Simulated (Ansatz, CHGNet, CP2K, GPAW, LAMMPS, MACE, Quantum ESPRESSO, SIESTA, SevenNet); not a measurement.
## Codes compared on glassy 47SiO2-6Al2O3-6FeO-28MgO-6CaO-3Na2O-3K2O (mol %) (87 atoms)

How near do other programs and methods come to a plane-wave reference for glassy 47SiO2-6Al2O3-6FeO-28MgO-6CaO-3Na2O-3K2O (mol %) (87 atoms)? A plane-wave run serves as the reference.

Program: Ansatz 0.2.0. Level of theory: Kohn-Sham DFT, PBE, PAW, plane waves. Results are calculated unless marked as measured.

## Step 1: The starting structure

The cell holds 87 atoms: 15 Si, 4 Al, 2 Fe, 9 Mg, 2 Ca, 2 Na, 2 K and 51 O. Its edges and angles: a = 10.375 Å, b = 10.375 Å, c = 10.375 Å, α = 90.0°, β = 90.0°, γ = 90.0°. 87 atoms (15 Si, 4 Al, 2 Fe, 9 Mg, 2 Ca, 2 Na, 2 K, 51 O) placed at random at 2.66 g/cm³, melted at 3000 K for 20 ps at fixed volume with the Buckingham and Coulomb pair potential of Guillot and Sator (Geochim. Cosmochim. Acta 71, 1249 (2007)) with the boron terms of Wang et al. (J. Non-Cryst. Solids 498, 294 (2018)). Quenched from 3000 K to 300 K at 100 K/ps and fixed volume, held 10 ps at zero pressure.

## Step 2: Reference: Ansatz, plane waves

The PAW files are the set soft_2.

input.yaml reads:

```yaml
crystal:
  lattice:
    - [10.37482, 0.0, 0.0]
    - [0.0, 10.37482, 0.0]
    - [0.0, 0.0, 10.37482]
  atoms:
    - { symbol: Si, position: [0.98759, 0.84012, 0.6264] }
    - { symbol: Si, position: [0.83118, 0.90633, 0.13607] }
    - { symbol: Si, position: [0.19339, 0.65619, 0.53304] }
    - { symbol: Si, position: [0.5806, 0.18181, 0.35978] }
    [... 77 atom lines left out ...]
    - { symbol: O, position: [0.33007, 0.69175, 0.60394] }
    - { symbol: O, position: [0.48667, 0.30132, 0.38034] }
    - { symbol: O, position: [0.90276, 0.80935, 0.75345] }
    - { symbol: O, position: [0.53954, 0.55893, 0.51327] }
    - { symbol: O, position: [0.30811, 0.5125, 0.26485] }
    - { symbol: O, position: [0.56729, 0.47122, 0.15863] }
magnetization:
  spin_polarized: true
kpoints:
  mp_grid: { grid: [1, 1, 1] }
hamiltonian:
  xc: pbe
scf:
  occupations: { method: fermi_dirac, width: 0.05 }
  lower_state_search: "off"
output:
  forces: true
  eigenvalues: true
  populations: true
  stress: true
```

Started as:

```
ansatz run input.yaml --threads 8 --pin off --max-ram 15872MiB --backend cpu --events-out ev --progress --plain --runs-dir out
```

Numbers of over 12 decimals in the logs are rounded to 6 here.

The log of the run:

```text
[...]
Pseudopotentials: kind: paw
Pseudopotential: Si, paw, valence charge 4, recommended cutoff 420 eV (normal), Si.paw.azcp
Pseudopotential: Al, paw, valence charge 3, recommended cutoff 420 eV (normal), Al.paw.azcp
Pseudopotential: Fe, paw, valence charge 16, recommended cutoff 420 eV (normal), Fe.paw.azcp
Pseudopotential: Mg, paw, valence charge 10, recommended cutoff 420 eV (normal), Mg.paw.azcp
Pseudopotential: Ca, paw, valence charge 10, recommended cutoff 420 eV (normal), Ca.paw.azcp
Pseudopotential: Na, paw, valence charge 9, recommended cutoff 420 eV (normal), Na.paw.azcp
Pseudopotential: K, paw, valence charge 9, recommended cutoff 420 eV (normal), K.paw.azcp
Pseudopotential: O, paw, valence charge 6, recommended cutoff 420 eV (normal), O.paw.azcp
[... 5 lines on functional and potentials left out ...]
Crystal: 87 atoms, lattice volume = 1116.713 Å³
Basis set: ecut = 420 eV, 21879 PW (Γ), exchange–correlation on 144×144×144 points (8 copies of the dense FFT grid, shifted against one another)
Bands: 369, of which v1, the nominal top of the filled ones, is band 278 counted from 1 (277 counted from 0)
Symmetry: 1 space group operations
Space group: P1 (ITA 1), of the structure as read, at distance tolerance 1.0e-4 Å
Magnetic group: BNS 1.1 (UNI 1), of the structure as read, at distance tolerance 1.0e-4 Å
k-points: 1
[... 17 lines on functional and potentials left out ...]
Initial density: superposition of atomic densities (chi_scale 0.1, normalization cell, long waves kept (reshape's long-wave potential 0.70 eV rms))
Starting moments: Σ|m| = 8 μB on 2 of 87 sites
Initial wavefunctions: pseudopotential atomic-orbital guess
[...]
SCF iter   1: F=—  HF=-76748.271289 eV  |F-HF|=—  |Δ(HF+E_count)|=         —  Δρ=1.57e-1 (↑6.14e-2 ↓1.57e-1)  dr2=6.98e2  dr2_m=3.83e1  M=0.007 μB ∫|m|=0.540 μB  β_m=0.30  ethr=3.10e-3  ⟨swp⟩=7.5  Hψ=3532  notcnv=0  defer=88
preconditioner: auto → Resta (q_TF=auto, 2.429 Å⁻¹)  ε∞=3.7  [insulator: Δε(μ)=0.158 eV  Ē_g=14.151 eV  σ=0.050 eV  W_gap=0.66  n_scr=256 (ndim 8)  ℏωp=23.1 eV  f_vac=0.026  D(μ)=11.48/eV (n_scr^D=56)  ε∞_Penn≈3.7]
spin=Collinear: Resta preconditioning applied to the charge; magnetization (m = ρ↑ − ρ↓) channel mixes plain (no charge-response kernel on spin).
SCF iter   2: F=—  HF=-76756.109828 eV  |F-HF|=—  |Δ(HF+E_count)|=    7.84e0  Δρ=1.87e-1 (↑1.87e-1 ↓7.94e-2)  dr2=1.24e3  dr2_m=3.93e1  M=0.118 μB ∫|m|=0.560 μB  β_m=0.30  ethr=3.10e-3  ⟨swp⟩=4.0  Hψ=1951  notcnv=0  defer=160
preconditioner: auto → Kerker (q_TF=auto, 2.429 Å⁻¹)  [metal: Δε(μ)=0.087 eV  Ē_g=14.543 eV  σ=0.050 eV  W_gap=0.41  n_scr=256 (ndim 8)  ℏωp=22.9 eV  f_vac=0.031  D(μ)=20.21/eV (n_scr^D=92)]
spin=Collinear: Kerker preconditioning applied to the charge; magnetization (m = ρ↑ − ρ↓) channel mixes plain (no charge-response kernel on spin).
SCF iter   3: F=—  HF=-76689.180572 eV  |F-HF|=—  |Δ(HF+E_count)|=    6.69e1  Δρ=4.54e-2 (↑3.13e-2 ↓4.54e-2)  dr2=8.04e1  dr2_m=2.92e0  M=8.000 μB ∫|m|=8.049 μB  β_m=0.30  ethr=3.10e-3  ⟨swp⟩=3.0  Hψ=1473  notcnv=0  defer=149
Mixer restart at iter 3: flushing history
spin-set hold released at iteration 3 (the charge has settled, or the pull on large starting moments outlasts its swing): the magnetisation degrees of freedom join the quasi-Newton model from the next iteration; the mixer history was flushed
SCF iter   4: F=—  HF=-76682.529530 eV  |F-HF|=—  |Δ(HF+E_count)|=    6.65e0  Δρ=5.01e-2 (↑2.20e-2 ↓5.01e-2)  dr2=6.52e1  dr2_m=4.06e0  M=7.988 μB ∫|m|=8.024 μB  β_m=0.30  ethr=3.10e-3  ⟨swp⟩=2.5  Hψ=1401  notcnv=0  defer=164
SCF iter   5: F=—  HF=-76679.383958 eV  |F-HF|=—  |Δ(HF+E_count)|=    3.15e0  Δρ=3.84e-2 (↑1.70e-2 ↓3.84e-2)  dr2=4.90e1  dr2_m=2.57e0  M=7.995 μB ∫|m|=8.042 μB  β_m=0.17  ethr=3.10e-3  ⟨swp⟩=3.0  Hψ=1304  notcnv=0  defer=162
[...]
SCF iter  13: F=—  HF=-76670.096021 eV  |F-HF|=—  |Δ(HF+E_count)|=   1.33e-1  Δρ=4.38e-3 (↑1.21e-3 ↓4.38e-3)  dr2=2.76e-1  dr2_m=4.50e-2  M=8.000 μB ∫|m|=8.077 μB  β_m=0.63  ethr=4.04e-4  ⟨swp⟩=2.0  Hψ=925  notcnv=0  defer=156
preconditioner: auto → Resta (q_TF=auto, 2.429 Å⁻¹)  ε∞=3.5  [insulator: Δε(μ)=0.132 eV  Ē_g=15.041 eV  σ=0.050 eV  W_gap=0.58  n_scr=256 (ndim 8)  ℏωp=23.6 eV  f_vac=0.110  D(μ)=11.69/eV (n_scr^D=56)  ε∞_Penn≈3.5]
spin=Collinear: Resta preconditioning applied to the charge; magnetization (m = ρ↑ − ρ↓) channel mixes plain (no charge-response kernel on spin).
SCF iter  14: F=—  HF=-76670.088108 eV  |F-HF|=—  |Δ(HF+E_count)|=   7.91e-3  Δρ=1.08e-2 (↑5.39e-4 ↓1.08e-2)  dr2=1.98e0  dr2_m=2.92e-1  M=8.000 μB ∫|m|=8.083 μB  β_m=0.58  ethr=4.97e-5  ⟨swp⟩=3.0  Hψ=1180  notcnv=0  defer=156  recentre
SCF iter  15: F=—  HF=-76670.059620 eV  |F-HF|=—  |Δ(HF+E_count)|=   2.85e-2  Δρ=3.92e-3 (↑4.60e-4 ↓3.92e-3)  dr2=1.52e-1  dr2_m=3.72e-2  M=8.000 μB ∫|m|=8.084 μB  β_m=0.55  ethr=4.97e-5  ⟨swp⟩=2.0  Hψ=1133  notcnv=0  defer=156
[...]
SCF iter  48: F=—  HF=-76670.082941 eV  |F-HF|=—  |Δ(HF+E_count)|=   6.03e-8  Δρ=4.26e-6 (↑2.17e-6 ↓4.26e-6)  dr2=2.06e-7  dr2_m=3.42e-8  M=8.000 μB ∫|m|=8.111 μB  β_m=0.73  ethr=6.71e-11  ⟨swp⟩=3.0  Hψ=1666  notcnv=0  defer=156
SCF iter  49: F=-76670.082941 eV  HF=-76670.082941 eV  |F-HF|=1.69e-8  |Δ(HF+E_count)|=   1.99e-7  Δρ=3.27e-6 (↑9.86e-7 ↓3.27e-6)  dr2=7.41e-8  dr2_m=2.49e-8  M=8.000 μB ∫|m|=8.111 μB  ethr=1.80e-11  ⟨swp⟩=14.5  Hψ=5325  notcnv=0
SCF 1 converged in 49 iterations: F = -76670.082941 eV  dr2 = 7.41e-8
[...]
SCF converged after 49 iterations
Magnetization: 8.0000 μB (282.0000 up, 274.0000 down)
Absolute magnetization: 8.1114 μB (∫|ρ↑−ρ↓|, with the PAW one-centre terms)
Spin contamination: 0.0230 ħ² per cell (⟨S²⟩ above its minimum at these occupations)
Per-site moments (μB) at R_I (Å): [(4.621737357919366e-5, 0.662260), (0.00135151, 0.672468), (0.000310005, 0.655550), (-6.546030567321475e-6, 0.656446), (7.511797367573881e-5, 0.657529), [...]
Free energy (F): -76670.082941 eV
Harris-Foulkes:  -76670.082941 eV  (|F-HF|=1.69e-8)
Internal energy: -76670.055206 eV  (E = F + TS)
E sigma→0 (E₀):  -76670.069074 eV
Entropy (-TS):   -0.027735 eV (-0.319 meV/atom)
Fermi energy:    6.926757 eV
--- Per-component energies (eV) ---
[...]
Σ components = -76670.082941   (vs F -76670.082941, Δ=0.00e0)
--- Forces (eV/Å), atoms counted from 1 ---
  atom   1  Si    -0.11234178    -0.94927426    -5.86283646
  atom   2  Si    -0.29216862    -1.26793436     0.90428639
  atom   3  Si     1.53826874    -0.26210574     0.62103336
  atom   4  Si    -0.03396020     0.42328699    -0.76553885
[...]
atom  87  O      0.05163602     0.66181444    -0.09042441
  max |Σ_I F_I| component: 1.27e-4 eV/Å
--- Stress (GPa, compression-positive) ---
        1.877585      -1.050991      -0.416575
       -1.050968       0.315154       0.375726
       -0.416574       0.375650       1.653100
  P = ⅓ Tr σ = 1.2819 GPa (12.819 kbar)
--- Band table (eV) ---
  k-point 0 ↑: bands = ["-82.9611", "-82.9097", "-69.0543", "-68.9497", [... 353 levels ...], "14.3523", "14.4724", "14.4949", "14.5507", "14.6114", "14.6372", "14.6756", "14.7204", "14.7727", "14.8501", "14.8786", "14.9300"]
  k-point 0 ↓: bands = ["-78.8795", "-78.8668", "-69.0542", "-68.9497", [... 353 levels ...], "14.3871", "14.5052", "14.5182", "14.5856", "14.6309", "14.6609", "14.7360", "14.7556", "14.8280", "14.8906", "14.9426", "14.9730"]
--- Löwdin populations: 87 sites ---
  site symbol       q [e]    m [muB]
     0     Si      2.4034    -0.0002
     1     Si      2.3030     0.0020
     2     Si      2.3379     0.0004
[...]
86      O      7.0501     0.0006
  spilling = 0.010425 (of n_electrons = 556.000000)
```

Elapsed: 53 s, on 8 threads of Arm Neoverse V2, shared host; peak memory 2.6 GiB.

Numbers from this run:

| Quantity | Value |
| --- | --- |
| free energy | -76670.0829 eV |
| free energy per atom | -881.2653 eV/atom |
| SCF cycles | 49 |
| pressure | 1.282 GPa |
| r.m.s. force component | 1.023 eV/Å |
| longest force | 5.94 eV/Å |
| Fermi energy | 6.927 eV |
| gap (highest filled to lowest empty level) | 0.3116 eV |
| levels partly filled by over 2 per cent | 2 |
| total moment | 8 μB |
| absolute moment | 8.111 μB |
| spilling of the projection | 0.01043 |

Length of the force by element:

```tsv
element	coordination	atoms	mean length of the force (eV/Å)	spread	least	most
Al	all	4	1.84	0.775	0.831	2.70
Ca	all	2	0.517	0.113	0.405	0.630
Fe	all	2	1.31	0.326	0.985	1.64
K	all	2	1.27	0.490	0.783	1.76
Mg	all	9	1.34	0.557	0.501	2.39
Na	all	2	1.17	0.591	0.574	1.76
O	all	51	1.31	0.635	0.4	3.29
Si	all	15	2.54	1.23	0.875	5.94
```

Löwdin charges by element (they lack the spilled electrons, 0.067 e an atom on average):

```tsv
element	coordination	atoms	mean charge (e)	spread	least	most
Al	all	4	1.20	0.0163	1.17	1.22
Ca	all	2	1.76	0.0062	1.76	1.77
Fe	all	2	1.23	0.0185	1.21	1.25
K	all	2	0.853	0.0041	0.849	0.858
Mg	all	9	1.62	0.0125	1.60	1.64
Na	all	2	0.799	9.0e-4	0.798	0.800
O	all	51	-0.935	0.111	-1.25	-0.781
Si	all	15	1.65	0.0385	1.58	1.74
```

Magnetic moments by element:

```tsv
element	coordination	atoms	mean moment (μB)	spread	least	most
Al	all	4	3.0e-4	4.0e-4	0	0.001
Ca	all	2	8.0e-4	0.0013	-5.0e-4	0.0021
Fe	all	2	3.21	0.0307	3.18	3.25
K	all	2	0	0	-1.0e-4	0
Mg	all	9	1.0e-4	2.0e-4	-1.0e-4	5.0e-4
Na	all	2	4.0e-4	3.0e-4	1.0e-4	7.0e-4
O	all	51	0.0099	0.0221	0	0.129
Si	all	15	4.0e-4	6.0e-4	0	0.0019
```

The levels nearest the highest filled one (over half full), pooled over k-points and spins:

```tsv
level less the highest filled one (eV)	occupation
-1.47	1
-1.39	1
-1.35	1
-1.34	1
-0.0536	0.984
0	0.954
0.312	0.04
0.360	0.015
0.402	0.007
0.615	0
0.990	0
1.04	0
```

The run ends at a pressure of 1.28 GPa, with forces up to 5.9 eV/Å.

## Step 3: Local order

Density 2.80 g/cm³, 12.84 Å³ an atom.

g(r), total and by pair (bins of 0.2 Å):

```tsv
r (Å)	total	O-O	O-Si	O-Mg	O-Al	O-Ca	O-Fe
1.50	0.43	0.00	2.10	0.00	0.00	0.00	0.00
1.70	2.63	0.00	10.85	0.00	7.98	0.00	0.00
1.90	0.55	0.00	0.00	2.62	3.20	0.00	2.23
2.10	0.73	0.00	0.00	5.61	0.00	0.00	1.98
2.30	0.31	0.00	0.00	1.11	0.00	0.77	4.21
2.50	0.83	1.47	0.18	0.47	0.00	4.99	0.00
2.70	1.41	3.35	0.00	0.41	0.00	1.19	0.63
2.90	1.12	2.00	0.20	0.11	0.55	1.06	0.00
3.10	1.32	1.50	0.78	0.72	0.46	0.00	0.89
3.30	0.95	0.97	0.80	0.53	0.61	0.41	0.77
3.50	0.95	0.59	1.47	1.20	0.70	0.00	0.37
3.70	0.94	0.45	1.19	1.56	1.45	1.60	0.64
3.90	0.99	0.56	1.22	1.21	1.27	2.00	2.01
4.10	1.02	0.65	1.58	0.75	1.68	0.25	1.04
4.30	0.98	0.69	1.39	0.99	1.29	0.95	2.16
4.50	1.04	0.86	1.12	1.68	1.50	1.29	1.07
4.70	1.00	1.19	0.66	1.23	1.57	1.19	0.98
4.90	1.01	1.23	0.71	0.89	0.36	1.64	0.73
5.10	0.94	1.21	0.83	0.41	0.75	1.35	0.66
```

## Step 4: The other programs

The programs:
- CHGNet: machine-learned potential, published weights.
- GPAW 26.7.0: PAW with atomic orbitals (LCAO), plane waves or a real-space grid of spacing h.
- MACE: machine-learned potential, published weights.
- Quantum ESPRESSO 7.5: plane waves; labels (QE) give functional, pseudopotential set and cutoffs of waves/density.
- SevenNet: machine-learned potential, published weights.

All use the same cell and atoms; the electronic-structure runs use the same k-mesh, and an electronic temperature of 580 K (0.05 eV) where levels are smeared.

Differences are against the plane-wave reference, forces as r.m.s. over components; share is that over the reference's r.m.s. force, slope the least-squares factor from reference forces to these. Total energies of different programs have different zeros and aren't compared.

```tsv
run	Δ force, r.m.s. (meV/Å)	share (%)	slope	Δ pressure (GPa)	Δ gap (eV)	cores	CPU time	memory (GiB)
reference	-	-	-	-	-	8	6.8 min	2.6
CHGNet 0.3.0 potential	168	16.4	0.916	-0.0564	-	1	3.6 s	1.3
GPAW PBE, LCAO dzp, h 0.18 Å	327	31.9	1.103	-	-0.0584	2	38 min	4.0
MACE MP-0b3 medium potential	130	12.7	0.954	0.268	-	1	7.6 s	1.1
QE PBE, sssp-1.3.0-efficiency, 60/480 Ry	31.4	3.07	1.012	0.0901	-	4	2.6 h	3.8
SevenNet 0 potential	110	10.8	0.973	0.126	-	1	7.2 s	0.95
```

Times of the machine-learned potentials are mostly Python's start and the loading of weights.

CPU time is summed over cores on a shared host, where runs went side by side, so it is rough. Symmetry, cutoffs, thresholds, outputs and thread counts weren't matched or tuned between programs; memory under MPI is the largest rank's times the ranks.

Runs without a result: CP2K PBE, DZVP-MOLOPT-SR, 800/50 Ry, diagonalisation (not converged, the SCF not settling); SIESTA PBE, DZP, shift 0.01 Ry, mesh 500 Ry (cut off at its time limit of 16 min, the SCF not settling); CP2K GFN1-xTB, diagonalisation (not converged); SIESTA PBE, SZP, shift 0.01 Ry, mesh 500 Ry (cut off at its time limit of 17 min, the SCF not settling); CP2K PBE, SZV-MOLOPT-SR, 800/50 Ry, diagonalisation (cut off at its time limit of 3 min); GPAW PBE, LCAO dzp, h 0.25 Å (cut off at its time limit of 10 min); GPAW PBE, LCAO sz(dzp), h 0.18 Å (cut off at its time limit of 9.2 min).

## Step 5: Results

* reference r.m.s. force component: 1.02 eV/Å
* nearest in forces: QE PBE, sssp-1.3.0-efficiency, 60/480 Ry, 3.1 %
* farthest in forces: GPAW PBE, LCAO dzp, h 0.18 Å, 32 %
* cheapest electronic-structure run beside the reference: GPAW PBE, LCAO dzp, h 0.18 Å, 38 min of CPU time

What this shows: PBE on plane waves or a grid with other potentials, cutoffs or grids differs from the reference by 3.1 % (QE PBE, sssp-1.3.0-efficiency, 60/480 Ry) of the r.m.s. force; this holds the reference's own error, so differences of a few per cent don't tell which side is nearer the exact PBE result (QE's 60 Ry are 816 eV, against the reference's 420 eV). The PBE run in local orbitals differs by 32 % (GPAW PBE, LCAO dzp, h 0.18 Å); basis, grid and potentials can all enter. Machine-learned potentials differ by 11 % (SevenNet 0 potential) to 16 % (CHGNet 0.3.0 potential); they were trained on other programs' data, the PBE(+U) sets with a Hubbard term on some transition metals in oxides and fluorides. QE PBE, sssp-1.3.0-efficiency, 60/480 Ry needed 88 SCF steps, so its time overstates the method's usual cost. None of the electronic-structure runs in the table takes under half the reference's CPU time of 6.8 min; they take 5.6 to 23 times as much. GPAW PBE, LCAO dzp, h 0.18 Å stiffens the forces by a factor of 1.10 while following their directions (correlation 0.964). At the same functional, the gap of GPAW PBE, LCAO dzp, h 0.18 Å lies 0.06 eV below the reference's 0.312 eV. In the reference: the highest filled and lowest empty levels lie 0.312 eV apart (at Γ alone), but 2 levels are partly filled, by over 2 %, under the smearing. In the reference: mean Löwdin charges: Al +1.20, Ca +1.76, Fe +1.23, K +0.85, Mg +1.62, Na +0.80 e (they miss 1.0 % of the electrons, so they add up to more than the cell's charge). The potentials hold different valence shells: 556 electrons in the reference, 484 in Quantum ESPRESSO with SSSP and 536 in GPAW; this bears on time and differences. Machine-learned potentials mimic data converged in k, so the reference's own k-point error enters their differences. In the spin-polarised runs the search for a state of lower energy was switched off. The quench rate of 100 K/ps is many orders above laboratory rates, so the cell is likely richer in defects and strain than a real sample. The network of bonds at the start is that of the classical potential that made the cell, and needn't be the one that DFT or experiment would give. The run was spin polarised, started with 2 parallel moments, ending at 8.0 μB in the cell; that starting order needn't be the real material's, and it bears on forces, charges and levels. With open d shells in the cell, the gap can be one between d levels of these ions, not the gap of the host. Without a Hubbard term or exact exchange, open shells on Fe are likely too delocalised. The electronic-structure runs sample only Γ, in a cell whose shortest periodic width is 10 Å.

[Also dropped from logs without a mark: logging warnings of Python, and SIESTA's first energy breakdown and zero terms.]

[Logs are printed without paths, hosts, clocks, repeated set-up lines and the standing remarks that a program may print on its own settings, such as how far it seeks lower states.]

[Hosts, paths, dates, database ids (printed as entryN), source tags and the programs' standing remarks are cut or masked in the printed files.]
